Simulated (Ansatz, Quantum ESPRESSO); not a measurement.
# CeSb (Fm-3m): zone-centre phonons, part 2 of 2

Aim: the zone-centre modes of CeSb (Fm-3m).

Quantum ESPRESSO 7.5; DFT PBEsol, scalar-relativistic, plane waves, PseudoDojo norm-conserving, 4f in core pseudopotentials.

So far. Step 5 (Zone-centre response): The acoustic modes at Γ come out as far as 6.1 cm⁻¹ from zero, where they should vanish, a small numerical error. The relaxed cell has a = 6.382 Å (conventional setting).

The database entry behind the starting cell differs from later determinations by our own check (about 0.3 % short), so it need not match the best structure at ambient conditions.

### Step 6. Zone-centre analysis

A rigid shift of the crystal must cost nothing, but grids and finite bases break this; the acoustic sum rule is imposed before the matrix is diagonalised again.

Contents of dynmat.in:

```
&input
   fildyn = 'g.dyn'
   asr = 'simple'
   fileig = 'dynmat.eig'
/
```

Started as:

```bash
dynmat.x -in dynmat.in > dynmat.out
```

Numbers of over 12 decimals in the logs are rounded to 6 here.

The program printed:

```text
[banner, memory and clock lines left out]
Program DYNMAT v.7.5

     Reading Dynamical Matrix from file g.dyn
     ...Force constants read
     ...epsilon and Z* not read (not found on file)
     A direction for q was not specified:TO-LO splitting will be absent

     Polarizability (A^3 units)
     multiply by 1.000000 for Clausius-Mossotti correction
         0.000000    0.000000    0.000000
         0.000000    0.000000    0.000000
         0.000000    0.000000    0.000000

     IR activities are in (D/A)^2/amu units

# mode   [cm-1]    [THz]      IR
    1     -0.00   -0.0000    0.0000
    2     -0.00   -0.0000    0.0000
    3     -0.00   -0.0000    0.0000
    4    140.01    4.1974    0.0000
    5    140.01    4.1974    0.0000
    6    140.01    4.1974    0.0000
```

It took 0.47 s on 1 thread of Arm Neoverse V2, shared host.

This step gave:

| Item | Value |
| --- | --- |
| highest optical zone-centre mode (no LO-TO term) | 140.0 cm⁻¹ |
| lowest optical zone-centre mode | 140.0 cm⁻¹ |

Unit eigenvectors of the mass-weighted matrix after the sum rule; no LO-TO term. The modes at Γ (shares of kinetic energy by element, %):

| mode | frequency (cm⁻¹) | symmetry | Ce % | Sb % |
| --- | --- | --- | --- | --- |
| 1 | 0.0 | acoustic | 54 | 46 |
| 2 | 0.0 | acoustic | 54 | 46 |
| 3 | 0.0 | acoustic | 54 | 46 |
| 4 | 140.0 | T1u | 46 | 54 |
| 5 | 140.0 | T1u | 46 | 54 |
| 6 | 140.0 | T1u | 46 | 54 |

Displacements in mode 5 (140.0 cm⁻¹), the largest set to 1:
```
Ce1  0.00  0.00 -0.87
Sb2  0.00  0.00  1.00
```

The rule moves no optical mode by more than 0.2 cm⁻¹.

### Step 7. Sum rules set otherwise (asr no)

Without the rule the raw error of the acoustic modes shows.

Contents of dynmat.in:

```
&input
   fildyn = 'g.dyn'
   asr = 'no'
   fileig = 'dynmat.eig'
/
```

Started as:

```bash
dynmat.x -in dynmat.in > dynmat.out
```

The program printed:

```text
[banner, memory and clock lines left out]
Program DYNMAT v.7.5

     Reading Dynamical Matrix from file g.dyn
     ...Force constants read
     ...epsilon and Z* not read (not found on file)
     A direction for q was not specified:TO-LO splitting will be absent

     Polarizability (A^3 units)
     multiply by 1.000000 for Clausius-Mossotti correction
         0.000000    0.000000    0.000000
         0.000000    0.000000    0.000000
         0.000000    0.000000    0.000000

     IR activities are in (D/A)^2/amu units

# mode   [cm-1]    [THz]      IR
    1     -6.07   -0.1820    0.0000
    2     -6.07   -0.1820    0.0000
    3     -6.07   -0.1820    0.0000
    4    139.86    4.1930    0.0000
    5    139.86    4.1930    0.0000
    6    139.86    4.1930    0.0000
```

Wall time 0.47 s (1 thread).

Read from the output:

```yaml
highest_optical_zone_centre_mode_no_lo_to_term: 139.9 cm⁻¹
lowest_optical_zone_centre_mode: 139.9 cm⁻¹
```

Zone-centre frequencies as printed; negative means imaginary. Modes:

| mode | frequency (cm⁻¹) |
| --- | --- |
| 1 | -6.07 |
| 2 | -6.07 |
| 3 | -6.07 |
| 4 | 139.9 |
| 5 | 139.9 |
| 6 | 139.9 |

Against the first rule no mode moves by more than 6.1 cm⁻¹.

### Step 8. Sum rules set otherwise: a sum rule for molecules or wires on a crystal

This rule also removes rotations, which suits wires and not a crystal; it is tried to see the harm.

Contents of dynmat.in:

```
&input
   fildyn = 'g.dyn'
   asr = 'one-dim'
   fileig = 'dynmat.eig'
/
```

Started as:

```bash
dynmat.x -in dynmat.in > dynmat.out
```

The program printed:

```text
[banner, memory and clock lines left out]
Program DYNMAT v.7.5

     Reading Dynamical Matrix from file g.dyn
     ...Force constants read
     ...epsilon and Z* not read (not found on file)
asr rotation axis in 1D system=    3
     Acoustic Sum Rule: || Z*(ASR) - Z*(orig)|| =    0.000000E+00
     Acoustic Sum Rule: ||dyn(ASR) - dyn(orig)||=    1.929514E-01
     A direction for q was not specified:TO-LO splitting will be absent

     Polarizability (A^3 units)
     multiply by 1.000000 for Clausius-Mossotti correction
         0.000000    0.000000    0.000000
         0.000000    0.000000    0.000000
         0.000000    0.000000    0.000000

     IR activities are in (D/A)^2/amu units

# mode   [cm-1]    [THz]      IR
    1     -0.00   -0.0000    0.0000
    2     -0.00   -0.0000    0.0000
    3      0.00    0.0000    0.0000
    4      0.00    0.0000    0.0000
    5    139.88    4.1934    0.0000
    6    139.88    4.1934    0.0000
```

Elapsed: 0.47 s, on 1 thread.

The run ended normally, but on settings that are not sound.

The fault: a sum rule for molecules or wires on a crystal; 1 optical mode is projected out to zero frequency, as if it were a rotation.

For a crystal the rule has to be 'simple' or 'crystal'.

Zone-centre frequencies as printed; negative means imaginary. Modes:

| mode | frequency (cm⁻¹) |
| --- | --- |
| 1 | 0 |
| 2 | 0 |
| 3 | 0 |
| 4 | 0 |
| 5 | 139.9 |
| 6 | 139.9 |

### Step 9. A second program

The same cell goes through another code at the same cutoff. The potentials differ. Its k mesh is centred on Γ.

This step: DFT PBEsol, scalar-relativistic, plane waves, norm-conserving pseudopotentials, 4f in core (Ansatz 0.2.0).

Contents of input.yaml:

```yaml
crystal:
  lattice:
    - [-3.191017022, 0.0, 3.191017022]
    - [0.0, 3.191017022, 3.191017022]
    - [-3.191017022, 3.191017022, 0.0]
  atoms:
    - { symbol: Ce, position: [0.0, 0.0, 0.0] }
    - { symbol: Sb, position: [0.5, 0.5, 0.5] }
kpoints:
  mp_grid: { grid: [8, 8, 8] }
hamiltonian:
  xc: pbesol
  pseudopotentials:
    kind: nc
    azcp: { Ce: "pseudopotentials/pbe/nc/lanthanide_3plus/Ce.nc.azcp" }
    accuracy: standard
scf:
  occupations: { method: cold, width: 0.27211 }
output:
  eigenvalues: true
basis:
  ecutwfc: 979.61
phonons:
  method: dfpt
```

Started as:

```bash
ansatz run input.yaml --threads 4 --pin off --max-ram 8192MiB --backend cpu --events-out ev --progress --plain --runs-dir out
```

The program printed:

```text
Warning: basis.ecutwfc = 979.61 eV is below the records' recommended 1088.45545 eV, and the density's cutoff is lower with it unless basis.ecutrho_ratio is high enough to keep the records' density cutoff: compare with a run at a higher cutoff
Warning: <dir> the record states the generating functional pbe (its physics header spells it `PBE`), which answers neither for hamiltonian.xc's functional nor for the pbesol family's — results may be inconsistent (PPs are generated against a specific XC)
Engine: ansatz 0.2.0, aarch64-unknown-linux-gnu
Pseudopotentials: kind: nc
Pseudopotential: Ce, nc, valence charge 11, recommended cutoff 653.07327 eV (normal), <dir>
Pseudopotential: Sb, nc, valence charge 15, recommended cutoff 1088.45545 eV (normal), Sb.nc.azcp (PseudoDojo's, or run here from an input of PseudoDojo's; its table is named by hamiltonian.pseudopotentials.accuracy)
Functional definition: PBEsol
  exchange = pbesol_x
  correlation = pbesol_c
Crystal: 2 atoms, lattice volume = 64.986 Å³
Basis set: ecut = 979.61 eV, 4573 PW (Γ), exchange–correlation on 96×96×96 points (8 copies of the dense FFT grid, shifted against one another)
Bands: 17, of which v1, the nominal top of the filled ones, is band 13 counted from 1 (12 counted from 0)
Symmetry: 48 space group operations
k-points: 59 of 512 (irreducible under 8 space group operations, time reversal used)
Non-local potential: Ce, projectors of the file, l = 0: 2, l = 1: 2, l = 2: 2, l = 3: 1
Non-local potential: Sb, projectors of the file, l = 0: 2, l = 1: 2, l = 2: 2, l = 3: 2
Initial density: superposition of atomic densities (chi_scale 0.1, normalization cell, long waves kept (reshape's long-wave potential 0.00 eV rms))
Initial wavefunctions: pseudopotential atomic-orbital guess
Functional: x = pbesol(κ = 0.804, μ = 0.123457), c = pbesol(β = 0.046)
SCF iter   1: F=—  HF=-3443.221827 eV  |F-HF|=—  |Δ(HF+E_count)|=         —  Δρ=3.53e-2  dr2=1.29e0  ethr=3.10e-3  ⟨swp⟩=5.3  Hψ=10690  notcnv=0
automatic band count: the SCF goes on with 21 bands, as 17 were too few: they end inside the smearing window of the response
preconditioner: auto → Kerker (q_TF=auto, 2.342 Å⁻¹)  [metal: Δε(μ)=0.066 eV  Ē_g=8.087 eV  σ=0.272 eV  W_gap=0.16  n_scr=14 (ndim 8)  ℏωp=13.0 eV  f_vac=0.000  D(μ)=0.50/eV (n_scr^D=0)]
SCF iter   2: F=—  HF=-3442.855275 eV  |F-HF|=—  |Δ(HF+E_count)|=   3.67e-1  S|Δr|=    0.00e0  Δρ=1.82e-2  dr2=3.39e-1  ethr=3.10e-3  ⟨swp⟩=1.2  Hψ=1756  notcnv=0  defer=8
SCF iter   3: F=—  HF=-3442.744249 eV  |F-HF|=—  |Δ(HF+E_count)|=   1.11e-1  S|Δr|=    0.00e0  Δρ=4.30e-3  dr2=7.96e-3  ethr=1.31e-3  ⟨swp⟩=2.0  Hψ=2091  notcnv=0  defer=8
SCF iter   4: F=—  HF=-3442.743994 eV  |F-HF|=—  |Δ(HF+E_count)|=   2.56e-4  S|Δr|=    0.00e0  Δρ=2.57e-3  dr2=1.49e-3  ethr=3.06e-5  ⟨swp⟩=2.0  Hψ=2310  notcnv=0  defer=135
SCF iter   5: F=—  HF=-3442.743388 eV  |F-HF|=—  |Δ(HF+E_count)|=   6.05e-4  S|Δr|=    0.00e0  Δρ=6.79e-4  dr2=1.59e-4  ethr=5.73e-6  ⟨swp⟩=2.0  Hψ=1385  notcnv=0  defer=135
SCF iter   6: F=—  HF=-3442.743367 eV  |F-HF|=—  |Δ(HF+E_count)|=   2.17e-5  S|Δr|=    0.00e0  Δρ=1.23e-4  dr2=6.50e-6  ethr=6.11e-7  ⟨swp⟩=2.3  Hψ=1733  notcnv=0  defer=135
SCF iter   7: F=—  HF=-3442.743359 eV  |F-HF|=—  |Δ(HF+E_count)|=   8.14e-6  S|Δr|=    0.00e0  Δρ=1.56e-5  dr2=1.30e-7  ethr=2.50e-8  ⟨swp⟩=2.3  Hψ=1811  notcnv=0  defer=135
SCF iter   8: F=—  HF=-3442.743324 eV  |F-HF|=—  |Δ(HF+E_count)|=   3.45e-5  S|Δr|=    0.00e0  Δρ=2.15e-6  dr2=1.32e-9  ethr=5.00e-10  ⟨swp⟩=2.5  Hψ=1871  notcnv=0  defer=147
SCF iter   9: F=—  HF=-3442.743324 eV  |F-HF|=—  |Δ(HF+E_count)|=  4.45e-10  S|Δr|=    0.00e0  Δρ=1.95e-7  dr2=1.27e-11  ethr=5.08e-12  ⟨swp⟩=2.3  Hψ=1798  notcnv=0  defer=147
SCF iter  10: F=-3442.743324 eV  HF=-3442.743324 eV  |F-HF|=4.55e-13  |Δ(HF+E_count)|=  1.55e-11  S|Δr|=    0.00e0  Δρ=2.12e-8  dr2=2.46e-13  ethr=1.00e-12  ⟨swp⟩=12.5  Hψ=7205  notcnv=0
SCF 1 converged in 10 iterations: F = -3442.743324 eV  dr2 = 2.46e-13
DFPT response loops at Γ: preconditioner auto → Kerker (q_TF=auto, 2.342 Å⁻¹) (partly filled bands, converged f_vac=0.000); β = 1.00, the filter's whole step (`scf.mixing.beta` (0.50) is not read by the response loops under this deck's `scf.mixing.preconditioner`; to damp them name `kerker` or `kerker_dos`, under which they read `scf.mixing.beta`, and type it under 1.00, their step now; both keys bind the ground state too); Broyden in place of MSR1
SCF converged after 10 iterations
Stability not checked: this state was not tested for a lower state beside it, because cold or Methfessel-Paxton smearing, or corrected tetrahedra, fill the levels in a way that the test cannot read (fill_not_monotonic; see scf.lower_state_search)
Free energy (F): -3442.743324 eV
Harris-Foulkes:  -3442.743324 eV  (|F-HF|=4.55e-13)
Internal energy: -3442.751058 eV  (E = F + TS)
E sigma→0 (E₀):  -3442.745902 eV
Entropy (-TS):   0.007734 eV (3.867 meV/atom)
Fermi energy:    10.372393 eV
Step filling:    the computed levels leave a gap of 0.0000 eV = 0.0 smearing widths at the electron count; against every level under it full and every level over it empty, smearing changes F+E_penalty+E_count by +1.656 meV and its σ→0 estimate by -0.921 meV
--- Per-component energies (eV) ---
  E_band       = -208.964042
  E_kinetic    = 1671.897798
  E_local      = -1612.237783  (includes V_loc(G=0)·N_el)
  E_nonlocal   = -1230.296964
  E_hartree    = 754.511439
  E_xc         = -831.295863
  E_vxc        = -547.349955  (∫ρ·V_xc dr)
  E_ewald      = -2195.329685
  E_smearing   = 0.007734  (= −TS)
  E_closure    = -0.000000  (closes the sum)
  Σ components = -3442.743324   (vs F -3442.743324, Δ=0.00e0)
--- Band table (eV; the first three rows and the last of 59) ---
  k-point 0: bands = [... 9 lower, 1.0587, 11.1378, 11.1378, 11.1378, 11.3804, 11.3804, 11.3804, 12.1080, ... 4 higher]
  k-point 1: bands = [... 9 lower, 1.2355, 9.8567, 10.1909, 10.1909, 11.6562, 11.6562, 11.8940, 13.2661, ... 4 higher]
  k-point 2: bands = [... 9 lower, 1.6974, 8.3699, 9.2595, 9.2595, 12.2207, 12.2207, 12.2335, 15.0190, ... 4 higher]
  k-point 58: bands = [... 9 lower, 1.7209, 8.5577, 9.8069, 10.1929, 10.1929, 13.0789, 14.2753, 14.2753, ... 4 higher]
--- Phonons (Γ-DFPT): 2 representative perturbations + reference, on 59 of 512 k-points (Σ response iterations 6) ---
  k mesh reduced under 8 symmetry operations, with k and −k counted as one. Each operation leaves every solved perturbation unchanged. A smaller set is not used because it would not reduce the number of displacements times k-points to solve
  ASR residual: 3.685e-5 → 0.000e0 eV/Å²; symmetrization residual: 1.243e-5 eV/Å²
  ASR residual per site (eV/Å²): 3.69e-5 2.24e-6
  Γ frequencies (cm⁻¹): 0.00 0.00 0.00 139.79 139.79 139.79
  non-analytic LO–TO correction: not included (Born effective charges unavailable; polar crystals: no LO–TO splitting at Γ)
```

It took 14 s on 4 threads; peak memory 1.1 GiB.

This step gave:

| Quantity | Value |
| --- | --- |
| sum-rule residual before enforcement | 3.69e-5 eV/Å² |
| highest optical zone-centre mode (no LO-TO term) | 139.8 cm⁻¹ |
| lowest optical zone-centre mode | 139.8 cm⁻¹ |

### Step 10. Side by side: QE PseudoDojo and Ansatz, library NC

Numbers from this step:

- root-mean-square difference: 0.22 cm⁻¹
- largest difference: 0.22 cm⁻¹

Frequencies side by side, by row:

| q (reciprocal lattice) | mode | QE PseudoDojo (cm⁻¹) | Ansatz, library NC (cm⁻¹) |
| --- | --- | --- | --- |
| 0 0 0 | 1 | 0 | 0 |
| 0 0 0 | 2 | 0 | 0 |
| 0 0 0 | 3 | 0 | 0 |
| 0 0 0 | 4 | 140 | 139.8 |
| 0 0 0 | 5 | 140 | 139.8 |
| 0 0 0 | 6 | 140 | 139.8 |

At the zone centre the largest difference (acoustic modes at Γ apart) is 0.2 % of the highest mode.

### Step 11. Summary of results

```json
{
 "space group after relaxation": "Fm-3m",
 "volume per atom": "32.5 Å³",
 "highest optical zone-centre mode (no LO-TO term)": "140.0 cm⁻¹",
 "imaginary optical modes at the zone centre (no q mesh in this session)": "none",
 "largest difference from Ansatz, library NC": "0.22 cm⁻¹"
}
```

In words: At the PBEsol level the optical modes of CeSb (Fm-3m) at the zone centre lie at 140 cm⁻¹. QE PseudoDojo and Ansatz, library NC agree to 0.22 cm⁻¹ (0.2 % of the highest mode compared) on all solved modes but the acoustic ones at Γ, without the LO-TO term. These are harmonic frequencies at zero temperature: anharmonic shifts and linewidths and thermal expansion are left out. Spin-orbit coupling is left out, which can matter for the heavy elements here. In a metal the frequencies hang on the k mesh and the smearing, most of all near Kohn anomalies. The 4f electrons are frozen in the core as for a trivalent ion, in files made for PBE, so their moments and any magnetic order are left out. The relaxation ran at 72 Ry, under the 80 Ry recommended for these files; the stress of so short a basis can leave the cell about one per cent too small. Ansatz warns that the cutoff lies 10 % under the one recommended for these files; agreement at one cutoff is not convergence. The total energies of the two programs lie far apart, so at least one potential file in Ansatz's library differs from the published one read by the first program.

[Host names and launcher messages were left out of these logs when they were recorded.]

[Logs are printed without paths, hosts, clocks, repeated set-up lines and the standing remarks that a program may print on its own settings, such as how far it seeks lower states.]

[Hosts, paths, dates, database ids (printed as entryN), source tags and the programs' standing remarks are cut or masked in the printed files.]
